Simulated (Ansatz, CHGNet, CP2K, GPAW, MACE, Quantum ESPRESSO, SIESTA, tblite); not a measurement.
# What went wrong? SIESTA on random packing of Sn (61 atoms)

Program: SIESTA 5.4.2, a calculation on a cell of 61 Sn, 27.7 Å³ an atom.

input.fdf reads:

```
SystemLabel cell
NumberOfAtoms 61
NumberOfSpecies 1
%block ChemicalSpeciesLabel
  1 50 Sn
%endblock ChemicalSpeciesLabel
LatticeConstant 1.0 Ang
%block LatticeVectors
  11.91370 0.00000 0.00000
  0.00000 11.91370 0.00000
  0.00000 0.00000 11.91370
%endblock LatticeVectors
PAO.BasisSize DZP
PAO.EnergyShift 0.3 Ry
XC.Functional GGA
XC.Authors PBE
MeshCutoff 300 Ry
%block kgrid_Monkhorst_Pack
  1 0 0 0.0
  0 1 0 0.0
  0 0 1 0.0
%endblock kgrid_Monkhorst_Pack
SolutionMethod diagon
OccupationFunction FD
ElectronicTemperature 580 K
SCF.Mixer.Method Pulay
SCF.Mixer.Weight 0.05
SCF.Mixer.History 8
SCF.Mix Hamiltonian
MaxSCFIterations 60
SCF.DM.Tolerance 1e-04
SCF.H.Tolerance 1.0e-3 eV
WriteForces T
Write.HirshfeldPop T
Write.VoronoiPop T
Write.DM F
Write.H F
XML.Write F
AtomicCoordinatesFormat Fractional
%block AtomicCoordinatesAndAtomicSpecies
  0.97595 0.14213 0.00187 1
  0.44745 0.00268 0.09220 1
  0.80622 0.54071 0.95317 1
  0.26119 0.34622 0.08365 1
  0.62367 0.57635 0.75416 1
  0.31888 0.52911 0.28238 1
  0.39769 0.31549 0.52987 1
  0.18472 0.05704 0.52475 1
  0.72881 0.14599 0.93788 1
  0.45128 0.14327 0.35770 1
[... 47 atom lines left out ...]
  0.66905 0.59664 0.36567 1
  0.62572 0.27779 0.70515 1
  0.56820 0.36423 0.12637 1
  0.99079 0.93604 0.11260 1
%endblock AtomicCoordinatesAndAtomicSpecies
```

Started as:

```bash
$ OMP_NUM_THREADS=1 mpirun -np 2 siesta < input.fdf > output.txt
```

The program printed:

```text
Version         : 5.4.2
reinit: System Name:
reinit: System Label: cell
initatom: Reading input for the pseudopotentials and atomic orbitals ----------
Species number:   1 Atomic number:   50 Label: Sn
Ground state valence configuration (from tables):   5s02  5p02  5d00  4f00
---- Processing specs for species: Sn
GGA--PBE XC_GGA_X_PBE--XC_GGA_C_PBE pb
Semicore shell(s) with 10 electrons included in the valence for Sn
Semicore shell(s): 4d
Fallback to non-perturbative polarization scheme for Sn
Please see the manual if this is not desired in principle
Sn pseudopotential only contains V_ls up to l=2 -- lmxkb reset.
Using PAO.SplitTailNorm
%block ChemicalSpeciesLabel
    1   50 Sn                      # Species index, atomic number, species label
%endblock ChemicalSpeciesLabel
%block PAO.Basis                 # Define Basis set
Sn                    4                    # Species label, number of l-shells
 n=5   0   2                         # n, l, Nzeta
   3.504      2.919
   1.000      1.000
 n=5   1   2                         # n, l, Nzeta
   4.106      3.438
   1.000      1.000
[... lines left out ...]
Total number of electrons:   854.000000
[... lines left out ...]
stepf: Fermi-Dirac step function
        iscf     Eharris(eV)        E_KS(eV)     FreeEng(eV)     dDmax    Ef(eV) dHmax(eV)
[... lines left out ...]
SCF Convergence by DM+H criterion
[... lines left out ...]
SCF cycle converged after 24 iterations
[... lines left out ...]
siesta: E_KS(eV) =          -128721.1320
siesta: E_KS - E_eggbox =   -128721.1320
siesta: Atomic forces (eV/Ang):
     1   -1.316164   -0.698933    0.525586
     2   -3.136329   -1.461006   -5.928681
     3    1.897864   -1.783154    0.036315
[...]
60   -1.517575   -0.917876    0.305831
    61    3.946765   -0.385891   -3.608896
----------------------------------------
   Tot    0.002742   -0.187592   -0.090116
----------------------------------------
   Max    7.095895
   Res    2.288272    sqrt( Sum f_i^2 / 3N )
----------------------------------------
   Max    7.095895    constrained
Stress tensor Voigt[x,y,z,yz,xz,xy] (kbar):      725.18      659.75      725.42      -20.18       11.63      -26.46
(Free)E + p*V (eV/cell)  -129463.8476
Target enthalpy (eV/cell)  -128721.4044
siesta: Program's energy decomposition (eV):
siesta: Ebs     =     -8063.805525
siesta: Eions   =    143261.485297
siesta: Ena     =      3680.442340
siesta: Ekin    =     82212.616588
siesta: Enl     =    -37500.256166
siesta: DEna    =      2755.517511
siesta: DUscf   =       588.811691
siesta: Ex      =    -35089.752409
siesta: Ec      =     -2107.026213
siesta: Exc     =    -37196.778622
siesta: Eharris =   -128721.131961
siesta: Etot    =   -128721.131955
siesta: FreeEng =   -128721.404366
siesta: Final energy (eV):
siesta:  Band Struct. =   -8063.805525
siesta:       Kinetic =   82212.616588
siesta:       Hartree =   36460.199845
siesta:         Exch. =  -35089.752409
siesta:         Corr. =   -2107.026213
siesta:   Exch.-corr. =  -37196.778622
siesta:  Ion-electron = -141608.140244
siesta:       Ion-ion =  -68589.029522
siesta:         Total = -128721.131955
siesta:         Fermi =       5.501730
siesta: Stress tensor (static) (eV/Ang**3):
siesta:     0.452620   -0.016516    0.007256
siesta:    -0.016516    0.411784   -0.012592
siesta:     0.007256   -0.012592    0.452774
siesta: Cell volume =       1690.985874 Ang**3
siesta: Pressure (static):
siesta:                Solid            Molecule  Units
siesta:          -0.00478196         -0.00486008  Ry/Bohr**3
siesta:          -0.43905940         -0.44623182  eV/Ang**3
siesta:        -703.45071709       -714.94219115  kBar
    Orbital volume contribution        =          12.114275 eV
    (Free)E + p_basis*V_orbitals       =     -128709.290091 eV
    (Free)Eharris+ p_basis*V_orbitals  =     -128709.290096 eV
Hirshfeld Atomic Populations:
Atom #   charge [q] valence [e]  Species
     1    -0.013601   14.013601  Sn
     2     0.025995   13.974005  Sn
     3    -0.008816   14.008816  Sn
[...]
--------------------
 Total    -0.003003
Voronoi Atomic Populations:
Atom #   charge [q] valence [e]  Species
[...]
60     0.036550   13.963450  Sn
    61    -0.007510   14.007510  Sn
--------------------
 Total    -0.002986
```

Elapsed: 52 s, on 2 MPI ranks of Arm Neoverse V2, shared host; peak memory 0.8 GiB; 1.7 min of CPU time.

Banners, paths, timers and routine set-up lines are dropped from the logs unmarked, and long logs keep their key lines alone; longer cuts are marked.

Against a plane-wave PBE reference:

- r.m.s. difference of force components: 2553 meV/Å
- longest difference of force vectors: 8171 meV/Å
- force difference over r.m.s. force: 215.4 %
- slope of forces against the reference's: 0.0441

Why should this run not be trusted?

Orbitals confined far too tightly: energy shift 0.3 Ry. The sound run has energy shift 0.01 Ry.

The run converged all the same, so the exit status doesn't show the fault.

[Also dropped from logs without a mark: logging warnings of Python, and SIESTA's first energy breakdown and zero terms.]

[Logs are printed without paths, hosts, clocks, repeated set-up lines and the standing remarks that a program may print on its own settings, such as how far it seeks lower states.]

[Hosts, paths, dates, database ids (printed as entryN), source tags and the programs' standing remarks are cut or masked in the printed files.]
